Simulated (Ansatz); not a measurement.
# K on Pd(111): change of the work function, part 2 of 6

Aim: the work function of Pd(111) at several coverages of K (top site), and the dipole that each adsorbate carries.

Ansatz 0.2.0; plane-wave DFT, LDA, Ansatz PAW (the session's first sound run).

So far, work function, upper face (eV): step 2 (the clean slab) 5.63.

### Step 3. The covered slab, k-mesh 4×4×1, coverage 0.111 ML

System of this step: KPd36 (K/Pd(111)). The cell holds 37 atoms: 36 Pd and 1 K. Cell: a = 8.252 Å, b = 8.252 Å, c = 28.192 Å, α = 90.0°, β = 90.0°, γ = 60.0°. Vacuum lies along c.

The clean slab as it ended is repeated in the plane and the adsorbate is set on one face; the cell's size fixes the coverage, and the k-mesh shrinks with it to keep the sampling density about even. Adsorbate and upper layers relax, since the dipole depends on the height.

input.yaml

```yaml
crystal:
  lattice:
    - [8.2519361365, 0.0, 0.0]
    - [4.1259680682, 7.1463863246, 0.0]
    - [0.0, 0.0, 28.1922080561]
  atoms:
    - { symbol: Pd, position: [0.0, 0.0, 0.3192371446] }
    - { symbol: Pd, position: [0.1111111111, 0.1111111111, 0.3989007362] }
    - { symbol: Pd, position: [0.2222222222, 0.2222222222, 0.4758397309] }
    - { symbol: Pd, position: [0.0, 0.0, 0.5533872347] }
    - { symbol: Pd, position: [0.0, 0.3333333333, 0.3192371446] }
    - { symbol: Pd, position: [0.1111111111, 0.4444444444, 0.3989007362] }
    - { symbol: Pd, position: [0.2222222222, 0.5555555556, 0.4758397309] }
    - { symbol: Pd, position: [0.0, 0.3333333333, 0.5533872347] }
    - { symbol: Pd, position: [0.0, 0.6666666667, 0.3192371446] }
    - { symbol: Pd, position: [0.1111111111, 0.7777777778, 0.3989007362] }
    - { symbol: Pd, position: [0.2222222222, 0.8888888889, 0.4758397309] }
    - { symbol: Pd, position: [0.0, 0.6666666667, 0.5533872347] }
    - { symbol: Pd, position: [0.3333333333, 0.0, 0.3192371446] }
    - { symbol: Pd, position: [0.4444444444, 0.1111111111, 0.3989007362] }
    - { symbol: Pd, position: [0.5555555556, 0.2222222222, 0.4758397309] }
    - { symbol: Pd, position: [0.3333333333, 0.0, 0.5533872347] }
    - { symbol: Pd, position: [0.3333333333, 0.3333333333, 0.3192371446] }
    - { symbol: Pd, position: [0.4444444444, 0.4444444444, 0.3989007362] }
    - { symbol: Pd, position: [0.5555555556, 0.5555555556, 0.4758397309] }
    - { symbol: Pd, position: [0.3333333333, 0.3333333333, 0.5533872347] }
    - { symbol: Pd, position: [0.3333333333, 0.6666666667, 0.3192371446] }
    - { symbol: Pd, position: [0.4444444444, 0.7777777778, 0.3989007362] }
    - { symbol: Pd, position: [0.5555555556, 0.8888888889, 0.4758397309] }
    - { symbol: Pd, position: [0.3333333333, 0.6666666667, 0.5533872347] }
    - { symbol: Pd, position: [0.6666666667, 0.0, 0.3192371446] }
    - { symbol: Pd, position: [0.7777777778, 0.1111111111, 0.3989007362] }
    - { symbol: Pd, position: [0.8888888889, 0.2222222222, 0.4758397309] }
    - { symbol: Pd, position: [0.6666666667, 0.0, 0.5533872347] }
    - { symbol: Pd, position: [0.6666666667, 0.3333333333, 0.3192371446] }
    - { symbol: Pd, position: [0.7777777778, 0.4444444444, 0.3989007362] }
    - { symbol: Pd, position: [0.8888888889, 0.5555555556, 0.4758397309] }
    - { symbol: Pd, position: [0.6666666667, 0.3333333333, 0.5533872347] }
    - { symbol: Pd, position: [0.6666666667, 0.6666666667, 0.3192371446] }
    - { symbol: Pd, position: [0.7777777778, 0.7777777778, 0.3989007362] }
    - { symbol: Pd, position: [0.8888888889, 0.8888888889, 0.4758397309] }
    - { symbol: Pd, position: [0.6666666667, 0.6666666667, 0.5533872347] }
    - { symbol: K, position: [0.0, 0.0, 0.6807628554] }
kpoints:
  mp_grid: { grid: [4, 4, 1] }
hamiltonian:
  xc: lda
scf:
  occupations: { method: fermi_dirac, width: 0.1 }
  convergence: { dr2_threshold: 1.0e-08 }
efield:
  axis: 3
  dipole_correction: true
  ramp_position: 0.97
  ramp_width: 0.06
relax:
  f_tol: 0.02
  max_steps: 60
  constraints:
    - { sites: [0, 1, 4, 5, 8, 9, 12, 13, 16, 17, 20, 21, 24, 25, 28, 29, 32, 33] }
output:
  bader: true
  write_potential: true
  write_density: true
  volumetric_format: npy
```

Launch:

```
ansatz run input.yaml --threads 4 --pin off --max-ram 12288MiB --backend cpu --events-out ev --progress --plain --runs-dir out
```

Numbers of over 12 decimals in the logs are rounded to 6 here.

Output:

```text
[...]
Crystal: 37 atoms, lattice volume = 1662.537 Å³
Basis set: ecut = 420 eV, 32477 PW (Γ)
Bands: 395, of which v1, the nominal top of the filled ones, is band 329 counted from 1 (328 counted from 0)
Symmetry: 6 space group operations
[...]
k-points: 4 of 16 (time reversal used)
[...]
SCF iter   1: F=—  HF=-247890.552629 eV  |F-HF|=—  |Δ(HF+E_count)|=         —  Δρ=1.64e-2  dr2=3.32e1  ethr=1.77e-3  p=1.479 e·Å  D=1.61e-1 V/Å  ΔV_dip=-4.54 eV  dr2_dipole=3.49e0  V_vac-E_F(+/−)=0.54/5.08 eV  ⟨swp⟩=7.0  Hψ=6942  notcnv=0  defer=96
[...]
SCF iter  16: F=-247889.412906 eV  HF=-247889.412906 eV  |F-HF|=3.41e-9  |Δ(HF+E_count)|=   2.71e-9  Δρ=3.34e-7  dr2=4.02e-9  ethr=1.52e-12  p=1.355 e·Å  D=1.47e-1 V/Å  ΔV_dip=-4.16 eV  dr2_dipole=5.30e-10  V_vac-E_F(+/−)=1.50/5.66 eV  ⟨swp⟩=8.0  Hψ=9160  notcnv=0
SCF 1 converged in 16 iterations: F = -247889.412906 eV  dr2 = 4.02e-9
[...]
relax step   1: F+E_penalty+E_count = -247889.41290616 eV  Δ(F+E_penalty+E_count) = +0.000e0 eV  max|allowed force component| = 1.135e0 eV/Å  Δτ_max = 0.0000 Å  (16 SCF iters, accepted)
[...]
iter 1 solved again at ethr=1.29e-5 eV; its pass at ethr=3.10e-3 eV (dr2=8.48e-2 eV) is discarded
[...]
SCF iter  12: F=-247889.629195 eV  HF=-247889.629195 eV  |F-HF|=6.87e-9  |Δ(HF+E_count)|=  6.98e-10  Δρ=5.21e-7  dr2=9.40e-9  ethr=1.52e-12  p=1.324 e·Å  D=1.44e-1 V/Å  ΔV_dip=-4.06 eV  dr2_dipole=1.30e-10  V_vac-E_F(+/−)=1.60/5.66 eV  ⟨swp⟩=8.8  Hψ=9807  notcnv=0
SCF 2 converged in 12 iterations: F = -247889.629195 eV  dr2 = 9.40e-9
[...]
relax step   2: F+E_penalty+E_count = -247889.62919496 eV  Δ(F+E_penalty+E_count) = -2.163e-1 eV  max|allowed force component| = 1.127e0 eV/Å  Δτ_max = 0.1948 Å  (12 SCF iters, accepted)
SCF iter   1: F=—  HF=-247889.862429 eV  |F-HF|=—  |Δ(HF+E_count)|=         —  Δρ=1.73e-3  dr2=1.59e-1  ethr=1.49e-4  p=1.324 e·Å  D=1.44e-1 V/Å  ΔV_dip=-4.06 eV  dr2_dipole=4.45e-2  V_vac-E_F(+/−)=1.61/5.67 eV  ⟨swp⟩=5.2  Hψ=4389  notcnv=0  defer=135
[...]
SCF iter  12: F=-247889.861815 eV  HF=-247889.861815 eV  |F-HF|=8.21e-9  |Δ(HF+E_count)|=   4.51e-9  Δρ=4.52e-7  dr2=9.66e-9  ethr=1.52e-12  p=1.241 e·Å  D=1.35e-1 V/Å  ΔV_dip=-3.81 eV  dr2_dipole=3.29e-10  V_vac-E_F(+/−)=1.85/5.66 eV  ⟨swp⟩=7.5  Hψ=9958  notcnv=0
SCF 3 converged in 12 iterations: F = -247889.861815 eV  dr2 = 9.66e-9
relax step   3: F+E_penalty+E_count = -247889.86181458 eV  Δ(F+E_penalty+E_count) = -2.326e-1 eV  max|allowed force component| = 9.924e-1 eV/Å  Δτ_max = 0.1950 Å  (12 SCF iters, accepted)
[...]
relax step   4: F+E_penalty+E_count = -247890.03616139 eV  Δ(F+E_penalty+E_count) = -1.743e-1 eV  max|allowed force component| = 7.259e-1 eV/Å  Δτ_max = 0.1950 Å  (12 SCF iters, accepted)
[...]
relax step   5: F+E_penalty+E_count = -247890.14663674 eV  Δ(F+E_penalty+E_count) = -1.105e-1 eV  max|allowed force component| = 4.111e-1 eV/Å  Δτ_max = 0.2000 Å  (13 SCF iters, accepted)
[...]
relax step   6: F+E_penalty+E_count = -247890.17425937 eV  Δ(F+E_penalty+E_count) = -2.762e-2 eV  max|allowed force component| = 2.801e-1 eV/Å  Δτ_max = 0.1930 Å  (13 SCF iters, accepted)
[...]
relax step   7: F+E_penalty+E_count = -247890.17951879 eV  Δ(F+E_penalty+E_count) = -5.259e-3 eV  max|allowed force component| = 7.363e-2 eV/Å  Δτ_max = 0.0504 Å  (11 SCF iters, accepted)
SCF iter   1: F=—  HF=-247890.178258 eV  |F-HF|=—  |Δ(HF+E_count)|=         —  Δρ=3.00e-4  dr2=6.81e-3  ethr=1.81e-5  p=0.965 e·Å  D=1.05e-1 V/Å  ΔV_dip=-2.96 eV  dr2_dipole=2.18e-3  V_vac-E_F(+/−)=2.70/5.66 eV  ⟨swp⟩=2.8  Hψ=2760  notcnv=0  defer=154
[...]
SCF iter  11: F=-247890.180475 eV  HF=-247890.180475 eV  |F-HF|=7.57e-10  |Δ(HF+E_count)|=  7.57e-10  Δρ=2.45e-7  dr2=2.02e-9  ethr=1.52e-12  p=0.952 e·Å  D=1.04e-1 V/Å  ΔV_dip=-2.92 eV  dr2_dipole=1.24e-11  V_vac-E_F(+/−)=2.74/5.66 eV  ⟨swp⟩=7.2  Hψ=8396  notcnv=0
SCF 8 converged in 11 iterations: F = -247890.180475 eV  dr2 = 2.02e-9
relax step   8: F+E_penalty+E_count = -247890.18047542 eV  Δ(F+E_penalty+E_count) = -9.566e-4 eV  max|allowed force component| = 2.999e-3 eV/Å  Δτ_max = 0.0241 Å  (11 SCF iters, accepted)
NSCF: frozen V_eff on 4 k-points
[...]
SCF converged after 11 iterations
Free energy (F): -247890.180475 eV
[...]
Internal energy: -247887.778896 eV  (E = F + TS)
E sigma→0 (E₀):  -247888.979686 eV
Entropy (-TS):   -2.401580 eV (-64.908 meV/atom)
Fermi energy:    3.594601 eV
Dipole field:    D = 0.103561 V/Å  (p = 0.951496 e·Å, saw-weighted, corrected)
Work function:   Φ+ = 2.7394 eV   Φ− = 5.6590 eV
[...]
--- Forces (eV/Å), atoms counted from 1 ---
  atom   1  Pd     0.00000000     0.00000000     0.32278092
  atom   2  Pd     0.02290374     0.01322348    -0.33825256
  atom   3  Pd    -0.00006931    -0.00004002    -0.00005177
  atom   4  Pd    -0.00000000     0.00000000    -0.00299902
  atom   5  Pd     0.00314982    -0.00517381     0.32642645
  atom   6  Pd     0.00310033    -0.00178997    -0.27425976
  atom   7  Pd    -0.00000000     0.00008003    -0.00005177
  atom   8  Pd     0.00050405     0.00024274    -0.00026753
  atom   9  Pd     0.00605556    -0.00014092     0.32642645
  atom  10  Pd     0.00000000    -0.02644696    -0.33825256
  atom  11  Pd     0.00019945    -0.00011515    -0.00036180
  atom  12  Pd     0.00004181    -0.00055789    -0.00026753
  atom  13  Pd    -0.00290574     0.00531473     0.32642645
  atom  14  Pd    -0.00000000     0.00357995    -0.27425976
  atom  15  Pd     0.00006931    -0.00004002    -0.00005177
  atom  16  Pd     0.00046224     0.00031515    -0.00026753
  atom  17  Pd     0.00000000     0.00000000     0.32340288
  atom  18  Pd    -0.00310033    -0.00178997    -0.27425976
  atom  19  Pd    -0.00009616    -0.00005552     0.00069449
  atom  20  Pd     0.00000000    -0.00000000     0.00059762
  atom  21  Pd    -0.00605556    -0.00014092     0.32642645
  atom  22  Pd     0.04847728    -0.02798837    -0.36749284
  atom  23  Pd    -0.00000000     0.00011103     0.00069449
  atom  24  Pd    -0.00004181    -0.00055789    -0.00026753
  atom  25  Pd     0.00290574     0.00531473     0.32642645
  atom  26  Pd    -0.02290374     0.01322348    -0.33825256
  atom  27  Pd    -0.00000000     0.00023031    -0.00036180
  atom  28  Pd    -0.00046224     0.00031515    -0.00026753
  atom  29  Pd    -0.00314982    -0.00517381     0.32642645
  atom  30  Pd    -0.00000000     0.05597674    -0.36749284
  atom  31  Pd     0.00009616    -0.00005552     0.00069449
  atom  32  Pd    -0.00050405     0.00024274    -0.00026753
  atom  33  Pd     0.00000000     0.00000000     0.33814598
  atom  34  Pd    -0.04847728    -0.02798837    -0.36749284
  atom  35  Pd    -0.00019945    -0.00011515    -0.00036180
  atom  36  Pd     0.00000000     0.00000000     0.00125822
  atom  37  K      0.00000000    -0.00000000    -0.00008146
  max |Σ_I F_I| component: 8.86e-4 eV/Å
--- Band table (eV) ---
  k-point 0: bands = [... 325 lower, 3.3430, 3.3430, 3.3494, 3.3494, 3.3593, 3.3670, 3.3670, 3.3779, ... 62 higher]
  k-point 1: bands = [... 325 lower, 3.4217, 3.5023, 3.5089, 3.5416, 3.5768, 3.5977, 3.6058, 3.6125, ... 62 higher]
  k-point 2: bands = [... 325 lower, 3.5555, 3.5577, 3.5663, 3.5758, 3.6246, 3.6490, 3.7001, 3.7551, ... 62 higher]
  k-point 3: bands = [... 325 lower, 3.5759, 3.5875, 3.6005, 3.6049, 3.6164, 3.6196, 3.6697, 3.7606, ... 62 higher]
--- Relaxed structure (8 steps of the walk, 8 accepted, 0 SCFs on fresh bases) ---
  F+E_penalty+E_count = -247890.18047542 eV   max|allowed force component| = 2.999e-3 eV/Å
  atoms:
    - { symbol: Pd, position: [0.0, 0.0, 0.3192371446] }
    - { symbol: Pd, position: [0.111111, 0.111111, 0.3989007362] }
    - { symbol: Pd, position: [0.222216, 0.222216, 0.476370] }
    - { symbol: Pd, position: [-7.662687173693094e-19, -3.8313435868233315e-19, 0.550357] }
    - { symbol: Pd, position: [0.0, 0.333333, 0.3192371446] }
    - { symbol: Pd, position: [0.111111, 0.444444, 0.3989007362] }
    - { symbol: Pd, position: [0.222216, 0.555569, 0.476370] }
    - { symbol: Pd, position: [-7.955378253204914e-5, 0.333221, 0.554387] }
    - { symbol: Pd, position: [0.0, 0.6666666667, 0.3192371446] }
    - { symbol: Pd, position: [0.111111, 0.777778, 0.3989007362] }
    - { symbol: Pd, position: [0.224746, 0.887627, 0.475541] }
    - { symbol: Pd, position: [-7.955378253227119e-5, 0.666859, 0.554387] }
    - { symbol: Pd, position: [0.333333, 0, 0.3192371446] }
    - { symbol: Pd, position: [0.444444, 0.111111, 0.3989007362] }
    - { symbol: Pd, position: [0.555569, 0.222216, 0.476370] }
    - { symbol: Pd, position: [0.333221, -7.95537825320661e-5, 0.554387] }
    - { symbol: Pd, position: [0.333333, 0.333333, 0.3192371446] }
    - { symbol: Pd, position: [0.444444, 0.444444, 0.3989007362] }
    - { symbol: Pd, position: [0.555552, 0.555552, 0.476339] }
    - { symbol: Pd, position: [0.333333, 0.333333, 0.554290] }
    - { symbol: Pd, position: [0.333333, 0.6666666667, 0.3192371446] }
    - { symbol: Pd, position: [0.444444, 0.777778, 0.3989007362] }
    - { symbol: Pd, position: [0.555552, 0.888896, 0.476339] }
    - { symbol: Pd, position: [0.333221, 0.666859, 0.554387] }
    - { symbol: Pd, position: [0.6666666667, 0.0, 0.3192371446] }
    - { symbol: Pd, position: [0.7777777778, 0.111111, 0.3989007362] }
    - { symbol: Pd, position: [0.887627, 0.224746, 0.475541] }
    - { symbol: Pd, position: [0.666859, -7.955378253206608e-5, 0.554387] }
    - { symbol: Pd, position: [0.6666666667, 0.3333333333, 0.3192371446] }
    - { symbol: Pd, position: [0.7777777778, 0.4444444444, 0.3989007362] }
    - { symbol: Pd, position: [0.888896, 0.555552, 0.476339] }
    - { symbol: Pd, position: [0.666859, 0.333221, 0.554387] }
    - { symbol: Pd, position: [0.666667, 0.666667, 0.3192371446] }
    - { symbol: Pd, position: [0.777778, 0.777778, 0.3989007362] }
    - { symbol: Pd, position: [0.887627, 0.887627, 0.475541] }
    - { symbol: Pd, position: [0.666667, 0.666667, 0.554223] }
    - { symbol: K, position: [-8.534009107113313e-18, -4.267004553530805e-18, 0.647014] }
--- Bader charges: 37 sites ---
  site symbol  charge [e]  shift [e]
     0     Pd     -0.0350     0.0000
     1     Pd      0.0329     0.0000
     2     Pd      0.0326     0.0001
     3     Pd     -0.1805     0.0002
     4     Pd     -0.0346     0.0000
     5     Pd      0.0327     0.0000
     6     Pd      0.0326     0.0001
     7     Pd     -0.1199     0.0000
     8     Pd     -0.0346     0.0000
     9     Pd      0.0329     0.0000
    10     Pd      0.0295     0.0001
    11     Pd     -0.1199     0.0000
    12     Pd     -0.0346     0.0000
    13     Pd      0.0327     0.0000
    14     Pd      0.0326     0.0001
    15     Pd     -0.1199     0.0000
    16     Pd     -0.0354     0.0000
    17     Pd      0.0327     0.0000
    18     Pd      0.0322     0.0001
    19     Pd     -0.0756     0.0001
    20     Pd     -0.0346     0.0000
    21     Pd      0.0323     0.0000
    22     Pd      0.0322     0.0001
    23     Pd     -0.1199     0.0000
    24     Pd     -0.0346     0.0000
    25     Pd      0.0329     0.0000
    26     Pd      0.0295     0.0001
    27     Pd     -0.1199     0.0000
    28     Pd     -0.0346     0.0000
    29     Pd      0.0323     0.0000
    30     Pd      0.0322     0.0001
    31     Pd     -0.1199     0.0000
    32     Pd     -0.0348     0.0000
    33     Pd      0.0323     0.0000
    34     Pd      0.0295     0.0001
    35     Pd     -0.0757     0.0001
    36      K      0.7870     0.0000
  estimated error of the sums over rays = 6.2e-4 e
```

It took 23 min on 4 threads of Arm Neoverse V1, shared host; peak memory 8.5 GiB.

Step by step:

| step | energy less that of the first step (eV) | largest force component (eV/Å) |
| --- | --- | --- |
| 1 | 0.0000 | 1.1347 |
| 2 | -0.2163 | 1.1270 |
| 3 | -0.4489 | 0.9924 |
| 4 | -0.6233 | 0.7259 |
| 5 | -0.7337 | 0.4111 |
| 6 | -0.7614 | 0.2801 |
| 7 | -0.7666 | 0.0736 |
| 8 | -0.7676 | 0.0030 |

Forces are held to the 6 operations that the run works with; a distortion that breaks them can't arise in this run.

The atoms that moved most (Å):

| atom | dx | dy | dz | length |
| --- | --- | --- | --- | --- |
| K37 | 0.000 | 0.000 | -0.951 | 0.951 |
| Pd4 | 0.000 | 0.000 | -0.085 | 0.085 |
| Pd12 | 0.000 | 0.001 | 0.028 | 0.028 |
| Pd16 | -0.001 | -0.001 | 0.028 | 0.028 |
| Pd32 | 0.001 | -0.001 | 0.028 | 0.028 |
| Pd24 | 0.000 | 0.001 | 0.028 | 0.028 |
| Pd28 | 0.001 | -0.001 | 0.028 | 0.028 |
| Pd8 | -0.001 | -0.001 | 0.028 | 0.028 |

Final coordinates:

```xyz
37
Lattice="8.2519 0.0000 0.0000 4.1260 7.1464 0.0000 0.0000 0.0000 28.1922" Properties=species:S:1:pos:R:3
Pd    0.0000    0.0000    9.0000
Pd    1.3753    0.7940   11.2459
Pd    2.7506    1.5880   13.4299
Pd    0.0000    0.0000   15.5158
Pd    1.3753    2.3821    9.0000
Pd    2.7506    3.1762   11.2459
Pd    4.1260    3.9703   13.4299
Pd    1.3742    2.3813   15.6294
Pd    2.7506    4.7643    9.0000
Pd    4.1260    5.5583   11.2459
Pd    5.5169    6.3433   13.4065
Pd    2.7508    4.7656   15.6294
Pd    2.7506    0.0000    9.0000
Pd    4.1260    0.7940   11.2459
Pd    5.5014    1.5880   13.4299
Pd    2.7494   -0.0006   15.6294
Pd    4.1260    2.3821    9.0000
Pd    5.5013    3.1762   11.2459
Pd    6.8766    3.9702   13.4291
Pd    4.1260    2.3821   15.6266
Pd    5.5013    4.7643    9.0000
Pd    6.8766    5.5583   11.2459
Pd    8.2519    6.3524   13.4291
Pd    5.5012    4.7656   15.6294
Pd    5.5013    0.0000    9.0000
Pd    6.8766    0.7940   11.2459
Pd    8.2519    1.6061   13.4065
Pd    5.5025   -0.0006   15.6294
Pd    6.8766    2.3821    9.0000
Pd    8.2519    3.1762   11.2459
Pd    9.6273    3.9702   13.4291
Pd    6.8777    2.3813   15.6294
Pd    8.2519    4.7643    9.0000
Pd    9.6273    5.5583   11.2459
Pd   10.9870    6.3433   13.4065
Pd    8.2519    4.7643   15.6248
K     0.0000    0.0000   18.2407
```

Numbers from this step:

- energy at zero smearing: -247888.9797 eV
- work function, upper face: 2.739 eV
- work function, lower face: 5.659 eV
- dipole along the normal: 0.9515 e·Å
- step between the vacuum levels: -2.920 eV

Running mean over 2.246 Å of the planar mean; the ramp of the sawtooth is left out. The electron's electrostatic potential energy less the Fermi level by z:

z (Å), electron's electrostatic potential energy less the Fermi level (eV) and a bar from the least value:
```
        4       5.66 ##############################
        5       5.66 ##############################
        6       5.61 ##############################
        7       4.80 ############################
        8      -2.82 #############
        9      -8.05 ##
       10      -8.30 ##
       11      -8.45 #
       12      -9.07 
       13      -8.81 #
       14      -8.75 #
       15      -8.66 #
       16      -7.47 ###
       17      -0.01 ##################
       18       2.61 ########################
       19       2.25 #######################
       20       2.66 ########################
       21       2.74 ########################
       22       2.74 ########################
       23       2.74 ########################
       24       2.74 ########################
       25       2.74 ########################
```

The relaxation took 8 steps and lowered the energy by 0.77 eV; the largest force on the free atoms ends at 0.0030 eV/Å.

The covered face has 2.74 eV, -2.89 eV against the clean one; the bare back face has moved by +0.01 eV, a measure of how thin the slab is.

(Part 2 of 6 ends here.)

[Logs are printed without paths, hosts, clocks, repeated set-up lines and the standing remarks that a program may print on its own settings, such as how far it seeks lower states.]

[Hosts, paths, dates, database ids (printed as entryN), source tags and the programs' standing remarks are cut or masked in the printed files.]

[Maps of the electrostatic potential energy from Ansatz leave out the sawtooth potential of an applied field or a dipole correction, so their vacuum need not be flat; planar profiles and work functions include it.]
